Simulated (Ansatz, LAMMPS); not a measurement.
## Zn40S29Se11 with crystalline order left by the classical run (80 atoms) in motion

Aim: follow Zn40S29Se11 with crystalline order left by the classical run (80 atoms) for a short time with forces from DFT, then look at structure and electrons in the last frame.

Method: Kohn-Sham DFT, LDA, PAW (set soft_2), plane waves, in Ansatz 0.2.0.

**1. The starting structure**

The cell holds 80 atoms: 40 Zn, 29 S and 11 Se. Cell: a = 11.843 Å, b = 11.843 Å, c = 11.843 Å, α = 90.0°, β = 90.0°, γ = 90.0°. 80 atoms (40 Zn, 29 S, 11 Se) placed at random at 4.41 g/cm³, melted at 2500 K for 10 ps at fixed volume with the Stillinger-Weber II-VI potential (Zhou et al., Phys. Rev. B 88, 085309 (2013)). Quenched from 2500 K to 300 K at 4 K/ps and fixed volume, annealed at 800 K for 50 ps, held 5 ps.

Before any run, some limits are plain. The quench rate of 4 K/ps is many orders above laboratory rates, so the cell is likely richer in defects and strain than a real sample. The network of bonds at the start is that of the classical potential that made the cell. The Brillouin zone is sampled at Γ only, in a cell whose shortest periodic width is 12 Å.

**2. Dynamics started at 300 K**

A Nosé–Hoover thermostat steers the temperature while disturbing the dynamics little. The time step is 2.0 fs.

input.yaml reads:

```yaml
crystal:
  lattice:
    - [11.8432, 0.0, 0.0]
    - [0.0, 11.8432, 0.0]
    - [0.0, 0.0, 11.8432]
  atoms:
    - { symbol: Zn, position: [0.45983, 0.50851, 0.17046] }
    - { symbol: Zn, position: [0.4658, 0.00815, 0.1514] }
    - { symbol: Zn, position: [0.36049, 0.74487, 0.36156] }
    - { symbol: Zn, position: [0.16322, 0.49247, 0.26216] }
    [... 70 atom lines left out ...]
    - { symbol: Se, position: [0.60953, 0.11524, 0.60269] }
    - { symbol: Se, position: [0.92716, 0.87381, 0.99541] }
    - { symbol: Se, position: [0.70879, 0.12263, 0.9087] }
    - { symbol: Se, position: [0.62125, 0.88876, 0.10658] }
    - { symbol: Se, position: [0.31845, 0.88222, 0.21515] }
    - { symbol: Se, position: [0.11452, 0.87099, 0.59459] }
kpoints:
  mp_grid: { grid: [1, 1, 1] }
hamiltonian:
  xc: lda
scf:
  occupations: { method: gaussian, width: 0.05 }
output:
  forces: true
md:
  timestep: 2.0
  n_steps: 58
  ensemble: nvt_nose_hoover
  temperature: 300
  initial_velocities: maxwell_boltzmann
  seed: 3887
```

Command:

```
> ansatz run input.yaml --threads 4 --pin off --max-ram 8192MiB --backend cpu --events-out ev --progress --plain --runs-dir out
```

Wall time 12 min (4 threads of Arm Neoverse V2, shared host); peak memory 2.5 GiB; 45 min of CPU time.

The program notes that it switched symmetry off.

Rows from the run:

| time (fs) | T (K) | potential (meV/atom) | conserved (meV/atom) |
| --- | --- | --- | --- |
| 0.0 | 300 | 0.0 | 0.00 |
| 8.0 | 280 | 2.6 | 0.01 |
| 16.0 | 240 | 7.7 | 0.02 |
| 24.0 | 200 | 12.9 | 0.02 |
| 30.0 | 181 | 15.5 | 0.03 |
| 38.0 | 177 | 16.2 | 0.03 |
| 46.0 | 195 | 14.4 | 0.02 |
| 54.0 | 218 | 12.0 | 0.01 |
| 62.0 | 234 | 10.7 | 0.01 |
| 70.0 | 236 | 11.3 | 0.01 |
| 78.0 | 225 | 13.4 | 0.02 |
| 86.0 | 209 | 16.3 | 0.02 |
| 92.0 | 200 | 17.9 | 0.03 |
| 100.0 | 201 | 18.5 | 0.03 |
| 108.0 | 218 | 16.9 | 0.02 |
| 116.0 | 242 | 14.5 | 0.02 |

Mean square displacement from the first frame to the last: Zn 0.042 Å², S 0.019 Å², Se 0.039 Å².

Table of mean square displacement by time lag:

| time lag (fs) | S (Å²) | Se (Å²) | Zn (Å²) |
| --- | --- | --- | --- |
| 2.0 | 6.5e-5 | 3.2e-5 | 3.3e-5 |
| 4.0 | 2.6e-4 | 1.3e-4 | 1.3e-4 |
| 6.0 | 5.8e-4 | 2.9e-4 | 2.9e-4 |
| 8.0 | 0.00101 | 5.1e-4 | 5.1e-4 |
| 10.0 | 0.00155 | 7.9e-4 | 8.0e-4 |
| 12.0 | 0.00220 | 0.00113 | 0.00114 |
| 16.0 | 0.00378 | 0.00200 | 0.00200 |
| 18.0 | 0.00469 | 0.00252 | 0.00251 |
| 20.0 | 0.00567 | 0.00309 | 0.00307 |
| 22.0 | 0.00671 | 0.00371 | 0.00368 |
| 24.0 | 0.00781 | 0.00438 | 0.00433 |
| 26.0 | 0.00895 | 0.00511 | 0.00503 |
| 30.0 | 0.0113 | 0.00668 | 0.00653 |
| 32.0 | 0.0125 | 0.00753 | 0.00734 |
| 34.0 | 0.0138 | 0.00842 | 0.00818 |
| 36.0 | 0.0150 | 0.00934 | 0.00904 |
| 38.0 | 0.0162 | 0.0103 | 0.00992 |
| 40.0 | 0.0174 | 0.0113 | 0.0108 |
| 44.0 | 0.0198 | 0.0133 | 0.0127 |
| 46.0 | 0.0209 | 0.0143 | 0.0136 |
| 48.0 | 0.0220 | 0.0154 | 0.0146 |
| 50.0 | 0.0231 | 0.0165 | 0.0156 |
| 52.0 | 0.0240 | 0.0175 | 0.0165 |
| 54.0 | 0.0249 | 0.0186 | 0.0175 |
| 58.0 | 0.0266 | 0.0208 | 0.0195 |

Over the second half of 116 fs the temperature averages 220 K with swings of 14 K r.m.s. The conserved energy stays within 0.03 meV/atom. From first frame to last Zn has the largest mean square displacement, 0.042 Å² at the end; the farthest move is 0.41 Å. The mean temperature of 220 K lies well off the 300 K of the input, so the thermostat hasn't yet brought the run to equilibrium. The run spans 0.12 ps, too short for its means to be equilibrium values.

**3. Local order late in the run**

The g(r) is a mean over the second half; what follows it is taken at the last frame.

Density 4.41 g/cm³, 20.76 Å³ an atom.

Mean of 16 frames. Pair distribution functions g(r), in bins of 0.2 Å:

| r (Å) | total | Zn-Zn | Zn-S | Zn-Se | S-S | S-Se | Se-Se |
| --- | --- | --- | --- | --- | --- | --- | --- |
| 2.10 | 0.01 | 0.00 | 0.03 | 0.00 | 0.00 | 0.00 | 0.00 |
| 2.30 | 3.32 | 0.00 | 8.43 | 2.06 | 0.00 | 0.00 | 0.00 |
| 2.50 | 2.38 | 0.00 | 3.41 | 8.32 | 0.00 | 0.00 | 0.00 |
| 2.70 | 0.07 | 0.00 | 0.00 | 0.50 | 0.00 | 0.00 | 0.00 |
| 2.90 | 0.00 | 0.00 | 0.00 | 0.00 | 0.00 | 0.00 | 0.00 |
| 3.10 | 0.00 | 0.00 | 0.00 | 0.00 | 0.00 | 0.00 | 0.00 |
| 3.30 | 0.02 | 0.08 | 0.00 | 0.00 | 0.00 | 0.00 | 0.00 |
| 3.50 | 0.28 | 0.68 | 0.00 | 0.00 | 0.47 | 0.51 | 0.00 |
| 3.70 | 1.64 | 3.31 | 0.00 | 0.00 | 4.04 | 2.54 | 1.16 |
| 3.90 | 3.02 | 5.70 | 0.00 | 0.00 | 6.15 | 6.47 | 7.51 |
| 4.10 | 1.63 | 2.80 | 0.37 | 0.49 | 2.64 | 3.04 | 4.33 |
| 4.30 | 1.27 | 0.50 | 2.40 | 1.81 | 0.01 | 0.23 | 0.31 |
| 4.50 | 1.69 | 0.03 | 3.40 | 3.27 | 0.00 | 0.00 | 0.00 |
| 4.70 | 0.94 | 0.00 | 1.75 | 2.26 | 0.00 | 0.00 | 0.00 |
| 4.90 | 0.76 | 0.05 | 1.48 | 1.48 | 0.03 | 0.07 | 0.00 |
| 5.10 | 0.39 | 0.74 | 0.19 | 0.18 | 0.32 | 0.52 | 0.86 |
| 5.30 | 0.58 | 0.93 | 0.01 | 0.00 | 1.45 | 1.44 | 0.83 |
| 5.50 | 0.32 | 0.57 | 0.14 | 0.12 | 0.44 | 0.44 | 0.30 |
| 5.70 | 0.50 | 0.21 | 0.87 | 0.69 | 0.18 | 0.11 | 0.04 |

Bonds by pair of elements; cutoffs follow the first minimum of g(r), held within bounds set by covalent radii, and pairs that aren't listed don't count as bonded:

| pair A-B | cutoff (Å) | bonds | mean length (Å) | spread (Å) | shortest (Å) | B about A | A about B |
| --- | --- | --- | --- | --- | --- | --- | --- |
| Zn-S | 2.88 | 116 | 2.36 | 0.066 | 2.22 | 2.9 | 4 |
| Zn-Se | 3.08 | 44 | 2.47 | 0.086 | 2.33 | 1.1 | 4 |

How many atoms have how many bonded neighbours:

| element | mean | 4 |
| --- | --- | --- |
| S | 4 | 29 |
| Se | 4 | 11 |
| Zn | 4 | 40 |

Bond angles, per cent of each kind in bins of 5°:

| angle (°) | Zn-S-Zn | S-Zn-S | S-Zn-Se | Zn-Se-Zn | Se-Zn-Se |
| --- | --- | --- | --- | --- | --- |
| 90–95 | 0.6 | 0.0 | 2.1 | 3.0 | 5.3 |
| 95–100 | 5.8 | 7.1 | 5.3 | 0.0 | 10.5 |
| 100–105 | 20.7 | 14.2 | 18.1 | 19.7 | 31.6 |
| 105–110 | 21.8 | 17.3 | 31.9 | 27.3 | 26.3 |
| 110–115 | 31.6 | 36.2 | 29.8 | 31.8 | 21.1 |
| 115–120 | 17.2 | 19.7 | 9.6 | 15.2 | 5.3 |
| 120–125 | 2.3 | 5.5 | 3.2 | 3.0 | 0.0 |

Bond angles (no mean is given where the spread exceeds 20°):

| angle | count | mean (°) | spread (°) |
| --- | --- | --- | --- |
| Zn-S-Zn | 174 | 110 | 6.1 |
| S-Zn-S | 127 | 110 | 6.3 |
| S-Zn-Se | 94 | 109 | 6 |
| Zn-Se-Zn | 66 | 109 | 5.8 |
| Se-Zn-Se | 19 | 106 | 5.9 |

Rings of the network by King's shortest-path rule, up to 12 atoms, one path for each pair of neighbours; H, halogens, alkali and alkaline-earth atoms are left out, and the last column divides by all other atoms, bonded or not:

| ring size (atoms) | rings | per network atom |
| --- | --- | --- |
| 6 | 158 | 1.98 |

First main peaks of g(r), for some of the pairs, lie near 3.9 Å (Zn-Zn), 2.4 Å (Zn-S), 2.5 Å (Zn-Se), 3.9 Å (S-S), 3.9 Å (S-Se) and 3.9 Å (Se-Se). Counting bonds as in the table, all S atoms have 4, all Se atoms have 4 and all Zn atoms have 4 bonded neighbours. The Zn-S-Zn angle averages 110° with a spread of 6°. All rings counted have 6 atoms.

**4. Single point at the last frame**

The last frame is solved once more, with the analyses that the dynamics left out.

input.yaml reads:

```yaml
crystal:
  lattice:
    - [11.8432, 0.0, 0.0]
    - [0.0, 11.8432, 0.0]
    - [0.0, 0.0, 11.8432]
  atoms:
    - { symbol: Zn, position: [0.45463, 0.49755, 0.1639] }
    - { symbol: Zn, position: [0.47304, 0.01328, 0.15323] }
    - { symbol: Zn, position: [0.38126, 0.75057, 0.36459] }
    - { symbol: Zn, position: [0.16406, 0.50946, 0.24884] }
    [... 70 atom lines left out ...]
    - { symbol: Se, position: [0.60035, 0.12928, 0.61937] }
    - { symbol: Se, position: [0.92841, 0.86671, 0.00401] }
    - { symbol: Se, position: [0.7074, 0.12455, 0.91016] }
    - { symbol: Se, position: [0.61906, 0.86612, 0.10141] }
    - { symbol: Se, position: [0.31873, 0.88011, 0.2085] }
    - { symbol: Se, position: [0.12343, 0.87961, 0.59361] }
kpoints:
  mp_grid: { grid: [1, 1, 1] }
hamiltonian:
  xc: lda
scf:
  occupations: { method: gaussian, width: 0.05 }
output:
  forces: true
  stress: true
  populations: intrinsic
  dos:
    method: { smearing: { sigma: 0.15 } }
    de: 0.1
    projected: { site_lists: { S: [S], Se: [Se], Zn: [Zn] } }
  eigenvalues: true
  write_density: true
  write_potential: true
  volumetric_format: npy
  elf: true
```

It took 35 s on 4 threads; peak memory 2.3 GiB; 2.2 min of CPU time.

The run gave:

| Property | Result |
| --- | --- |
| free energy | -214337.5646 eV |
| free energy per atom | -2679.2196 eV/atom |
| SCF cycles | 9 |
| pressure | -4.866 GPa |
| r.m.s. force component | 0.3873 eV/Å |
| longest force | 1.348 eV/Å |
| Fermi energy | 6.503 eV |
| gap (highest filled to lowest empty level) | 1.244 eV |

Length of the force by element:

| element | coordination | atoms | mean length of the force (eV/Å) | spread | least | most |
| --- | --- | --- | --- | --- | --- | --- |
| S | all | 29 | 0.634 | 0.22 | 0.217 | 1.18 |
| Se | all | 11 | 0.841 | 0.263 | 0.469 | 1.35 |
| Zn | all | 40 | 0.557 | 0.221 | 0.0964 | 1.09 |

Intrinsic-atomic-orbital charges by element:

| element | coordination | atoms | mean charge (e) | spread | least | most |
| --- | --- | --- | --- | --- | --- | --- |
| S | all | 29 | -1.22 | 0.0139 | -1.25 | -1.19 |
| Se | all | 11 | -1.22 | 0.0132 | -1.24 | -1.19 |
| Zn | all | 40 | 1.22 | 0.0138 | 1.16 | 1.24 |

States in the cell by windows of 1 eV, zero at the Fermi level; the larger projections on atomic orbitals stand beside the total:

| from (eV) | to (eV) | total | Zn d | S p | Se p | Zn s |
| --- | --- | --- | --- | --- | --- | --- |
| -10 | -8 | 0.0 | 0.0 | 0.0 | 0.0 | 0.0 |
| -8 | -7 | 214.4 | 195.7 | 13.2 | 2.9 | 2.1 |
| -7 | -6 | 186.1 | 179.0 | 2.6 | 1.3 | 1.5 |
| -6 | -5 | 49.5 | 6.7 | 21.6 | 6.6 | 12.5 |
| -5 | -4 | 23.3 | 3.0 | 11.4 | 3.6 | 3.4 |
| -4 | -3 | 40.0 | 3.3 | 25.1 | 7.0 | 1.9 |
| -3 | -2 | 75.6 | 5.1 | 49.5 | 15.9 | 1.5 |
| -2 | -1 | 45.8 | 2.8 | 23.8 | 17.0 | 0.3 |
| -1 | 0 | 5.3 | 0.4 | 2.8 | 2.1 | 0.0 |
| 0 | 1 | 2.0 | 0.0 | 0.0 | 0.0 | 1.3 |
| 1 | 2 | 1.4 | 0.0 | 0.0 | 0.0 | 0.1 |
| 2 | 3 | 39.3 | 0.2 | 6.0 | 2.4 | 15.7 |
| 3 | 4 | 38.8 | 0.1 | 5.1 | 2.0 | 11.7 |
| 4 | 5 | 42.1 | 0.1 | 4.1 | 1.7 | 7.4 |

Between -26 and -10 eV lie 80 more states.

The stored curve holds about 720 of the 830 electrons; the rest, give or take the few that broadening carries across the Fermi level, lie in deeper levels below its range.

The levels nearest the highest filled one (over half full), pooled over k-points and spins:

| level less the highest filled one (eV) | occupation |
| --- | --- |
| -0.593 | 2 |
| -0.569 | 2 |
| -0.493 | 2 |
| -0.478 | 2 |
| -0.0492 | 2 |
| 0 | 2 |
| 1.24 | 0 |
| 2.58 | 0 |
| 2.69 | 0 |
| 2.96 | 0 |
| 3.03 | 0 |
| 3.12 | 0 |

Mean intrinsic-atomic-orbital charges: S -1.22, Se -1.22, Zn +1.22 e. The largest share in the top eV of filled states is S p (52 % of the projected weight), and in the lowest eV of empty states Zn s (64 % of the projected weight).

**5. Results**

| Quantity | Value |
| --- | --- |
| mean temperature, second half | 219.7 K |
| temperature swing, second half | 14.14 K |
| slope of the conserved energy against time, by least squares | 0.1053 meV/atom/ps |
| free energy per atom | -2679.2196 eV/atom |
| pressure | -4.866 GPa |
| r.m.s. force component | 0.3873 eV/Å |
| gap (highest filled to lowest empty level) | 1.244 eV |
| wall time of the 2 DFT runs | 12 min |

What this shows: Over the second half of 116 fs the temperature averages 220 K with swings of 14 K r.m.s. The conserved energy stays within 0.03 meV/atom. The mean temperature of 220 K lies well off the 300 K of the input, so the thermostat hasn't yet brought the run to equilibrium. The run spans 0.12 ps, too short for its means to be equilibrium values. Counting bonds as in the table, all S atoms have 4, all Se atoms have 4 and all Zn atoms have 4 bonded neighbours. The highest filled and lowest empty levels differ by 1.24 eV (at Γ alone); a local or semilocal functional tends to put such gaps too low. In a disordered cell it changes from sample to sample, and tail or defect levels can set it.

**Limits.** The network of bonds at the start is that of the classical potential that made the cell; DFT moved the atoms only locally, and no bond changed. The stress is far from hydrostatic: its diagonal is -3.0, -8.8, -2.8 GPa, compression counted positive. The pressure of -4.9 GPa is that of one thermal frame at a volume set beforehand, without the kinetic term.

[Logs are printed without paths, hosts, clocks, repeated set-up lines and the standing remarks that a program may print on its own settings, such as how far it seeks lower states.]

[Hosts, paths, dates, database ids (printed as entryN), source tags and the programs' standing remarks are cut or masked in the printed files.]
